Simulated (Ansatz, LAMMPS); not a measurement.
# Squeezing and shearing 32Ga2O3-68Na2O (mol %) with crystalline order left by the classical run (91 atoms), part 3 of 3

How stiff is 32Ga2O3-68Na2O (mol %) with crystalline order left by the classical run (91 atoms), and how do its levels respond to strain?

Ansatz 0.2.0; Kohn-Sham DFT, revPBE, PAW (set soft_2), plane waves.

The cell: 16 Ga, 34 Na and 41 O. The quench rate of 50 K/ps far exceeds what a furnace or splat quench reaches. The network of bonds at the start is that of the classical potential that made the cell. Sampling is at Γ alone.

So far. Step 11 (Compressed by 1 % along x): The relaxation converged after 3 steps, 0.0386 eV below its start, with a largest force component of 0.037 eV/Å. Step 11 (Compressed by 1 % along x): Compressed by 1 % along x: the energy stands 0.0229 eV above that of the reference, at a pressure of 0.376 GPa.

**12. Sheared by 2 % in xy**

A shear of the relaxed cell gives the modulus that volume changes can't reach.

Contents of input.yaml:

```yaml
crystal:
  lattice:
    - [9.48573, -0.99473, -0.13826]
    - [-0.96218, 12.74089, -0.90741]
    - [-0.14733, -0.90879, 11.82496]
  atoms:
    [... the 91 atom lines of step 4 ...]
kpoints:
  mp_grid: { grid: [1, 1, 1] }
hamiltonian:
  xc: revpbe
scf:
  occupations: { method: gaussian, width: 0.05 }
output:
  forces: true
  eigenvalues: true
  stress: true
relax:
  f_tol: 0.05
  max_steps: 70
```

The run is started by

```sh
ansatz run input.yaml --threads 4 --pin off --max-ram 8192MiB --backend cpu --events-out ev --progress --plain --runs-dir out
```

Numbers of over 12 decimals in the logs are rounded to 6 here.

Output:

```text
[...]
Crystal: 91 atoms, lattice volume = 1409.471 Å³
Basis set: ecut = 420 eV, 27513 PW (Γ), exchange–correlation on 128×180×160 points (8 copies of the dense FFT grid, shifted against one another)
Bands: 471, of which v1, the nominal top of the filled ones, is band 380 counted from 1 (379 counted from 0)
Symmetry: 1 space group operations
[...]
k-points: 1
[...]
SCF iter   1: F=—  HF=-134552.612793 eV  |F-HF|=—  |Δ(HF+E_count)|=         —  Δρ=5.38e-3  dr2=5.81e-1  ethr=1.77e-3  ⟨swp⟩=5.0  Hψ=1696  notcnv=0  defer=68
[...]
SCF iter   7: F=—  HF=-134552.476575 eV  |F-HF|=—  |Δ(HF+E_count)|=   2.52e-4  Δρ=5.47e-5  dr2=5.06e-5  ethr=3.16e-8  ⟨swp⟩=2.0  Hψ=594  notcnv=0  defer=86
SCF iter   8: F=-134552.476656 eV  HF=-134552.476639 eV  |F-HF|=1.76e-5  |Δ(HF+E_count)|=   6.41e-5  Δρ=2.30e-5  dr2=8.30e-6  ethr=6.66e-9  ⟨swp⟩=10.0  Hψ=2078  notcnv=0
SCF 1 converged in 8 iterations: F = -134552.476656 eV  dr2 = 8.30e-6
[...]
relax step   1: F+E_penalty+E_count = -134552.47665641 eV  Δ(F+E_penalty+E_count) = +0.000e0 eV  max|allowed force component| = 2.645e-1 eV/Å  Δτ_max = 0.0000 Å  (8 SCF iters, dr2 threshold 6.25e-5 eV, accepted)
[...]
relax step   2: F+E_penalty+E_count = -134552.51558489 eV  Δ(F+E_penalty+E_count) = -3.893e-2 eV  max|allowed force component| = 1.680e-1 eV/Å  Δτ_max = 0.0310 Å  (7 SCF iters, dr2 threshold 4.37e-6 eV, accepted)
[...]
relax step   3: F+E_penalty+E_count = -134552.53573915 eV  Δ(F+E_penalty+E_count) = -2.015e-2 eV  max|allowed force component| = 4.815e-2 eV/Å  Δτ_max = 0.0209 Å  (9 SCF iters, accepted)
SCF converged after 9 iterations
Free energy (F): -134552.535739 eV
[...]
Internal energy: -134552.535739 eV  (E = F + TS)
E sigma→0 (E₀):  -134552.535739 eV
Fermi energy:    4.822310 eV
[...]
Σ components = -134552.535739   (vs F -134552.535739, Δ=0.00e0)
--- Forces (eV/Å), atoms counted from 1 ---
  atom   1  Ga    -0.02409429    -0.01477693     0.00796042
  atom   2  Ga     0.00989379     0.02607885     0.02158219
  atom   3  Ga    -0.00901356    -0.00657595     0.00479835
  atom   4  Ga     0.00873791    -0.04815325    -0.01998140
[...]
atom  91  O     -0.00148234    -0.01314804    -0.01175405
  max |Σ_I F_I| component: 8.06e-5 eV/Å
--- Stress (GPa, compression-positive) ---
        0.126462      -0.382909       0.035770
       -0.382908       0.103269      -0.079316
        0.035770      -0.079316       0.018127
  P = ⅓ Tr σ = 0.0826 GPa (0.826 kbar)
--- Band table (eV) ---
[...]
--- Relaxed structure (3 steps of the walk, 3 accepted, 0 SCFs on fresh bases) ---
  F+E_penalty+E_count = -134552.53573915 eV   max|allowed force component| = 4.815e-2 eV/Å
  atoms:
    - { symbol: Ga, position: [0.717274, 0.323740, 0.178011] }
    - { symbol: Ga, position: [0.846714, 0.749681, 0.736070] }
    - { symbol: Ga, position: [0.835467, 0.046239, 0.370637] }
    - { symbol: Ga, position: [0.642966, 0.692853, 0.955086] }
[...]
- { symbol: O, position: [0.044415, 0.050601, 0.063487] }
```

Wall time 35 s (4 threads of Intel Xeon Platinum 8488C (Sapphire Rapids), shared host); peak memory 2.1 GiB.

The relaxation converged after 3 steps, 0.0591 eV below its start, with a largest force component of 0.048 eV/Å.

Sheared by 2 % in xy: the energy stands 0.0289 eV above that of the reference, at a pressure of 0.0826 GPa.

**13. Pressure against volume**

Atoms are relaxed at each volume, in the scaled cell.

| volume change (%) | volume (Å³/atom) | energy change (meV/atom) | pressure (GPa) | largest move on relaxing (Å) | bonds | gap (eV) |
| --- | --- | --- | --- | --- | --- | --- |
| -10 | 13.941 | 14.48 | 3.45 | 0.76 | 210 | 0.799 |
| -6 | 14.561 | 4.75 | 1.63 | 0.73 | 200 | 0.802 |
| -3 | 15.026 | 1.33 | 0.98 | 0.21 | 196 | 0.908 |
| +0 | 15.490 | 0.00 | 0.01 | - | 191 | 0.947 |
| +3 | 15.955 | 1.07 | -0.78 | 0.22 | 187 | 0.977 |
| +6 | 16.420 | 3.34 | -1.26 | 0.88 | 191 | 0.971 |

**14. Uniaxial strain and shear**

Stress (GPa, compression positive) less that of the relaxed cell, atoms relaxed:

| strain | xx | yy | zz | xy | energy change (meV/atom) |
| --- | --- | --- | --- | --- | --- |
| stretched by 1 % along x | -0.635 | -0.148 | -0.185 | 0.064 | 0.29 |
| compressed by 1 % along x | 0.676 | 0.204 | 0.223 | -0.076 | 0.25 |
| sheared by 2 % in xy | 0.147 | 0.036 | 0.040 | -0.387 | 0.32 |

**15. Findings**

The bulk modulus, from the slope of pressure against ln V over the three points nearest the relaxed volume, is 29.4 GPa; between neighbouring points the slope runs 42, 21, 32, 27 and 17 GPa from the smallest volume up, without a steady fall, so no pressure derivative is given. The count of bonds runs from 187 to 210 over the series, so at some points contacts cross the cutoffs. At -10 %, -6 % and +6 % some atom moved by over 0.5 Å on relaxing, so those points may sit in another local minimum. The gap goes from 0.799 eV at the smallest volume to 0.971 eV at the largest, +1.3 eV per unit of ln V by a straight line, not monotonically (lowest 0.799, highest 0.977 eV), on the run's k-points. In the Cartesian axes of the cell, finite differences give C11 = 65.6, C12 = 17.6, C13 = 20.4 and C66 = 19.4 GPa (the shear of 2 % is the engineering strain, εxy = 0.01). The mean of C11, C12 and C13, which equals the bulk modulus in a cubic or isotropic solid, is 34.5 GPa: it lies 18 % over the bulk modulus from the volumes. For an isotropic solid C66 would equal (C11 − C12)/2 = 24.0 GPa; so small a sample needn't be isotropic, and C66 rests on one shear. With the bulk modulus and C66 as K and G, Young's modulus would be about 48 GPa and Poisson's ratio 0.23.

Caveats: Strains are finite and relaxations stop at the force tolerance of the input, which can leave moduli too stiff; they are those of a static cell at zero temperature. Volumes are changed with the cell's shape held, so in an anisotropic solid the modulus lies over the one under free hydrostatic load. The first relaxation stopped at its limit, so the strained cells go on relaxing towards a minimum that it hadn't reached. The program notes that the SCF threshold of the relaxations is loose for the stress. The cell edges changed by -5, +27 and +17 % with the Γ point alone; in so small a cell a change of shape can follow the discrete levels, so shape, energy gain and any gap at the end may be artefacts of the sampling.

The DFT runs together took 36 min of wall time.

[Logs are printed without paths, hosts, clocks, repeated set-up lines and the standing remarks that a program may print on its own settings, such as how far it seeks lower states.]

[Hosts, paths, dates, database ids (printed as entryN), source tags and the programs' standing remarks are cut or masked in the printed files.]
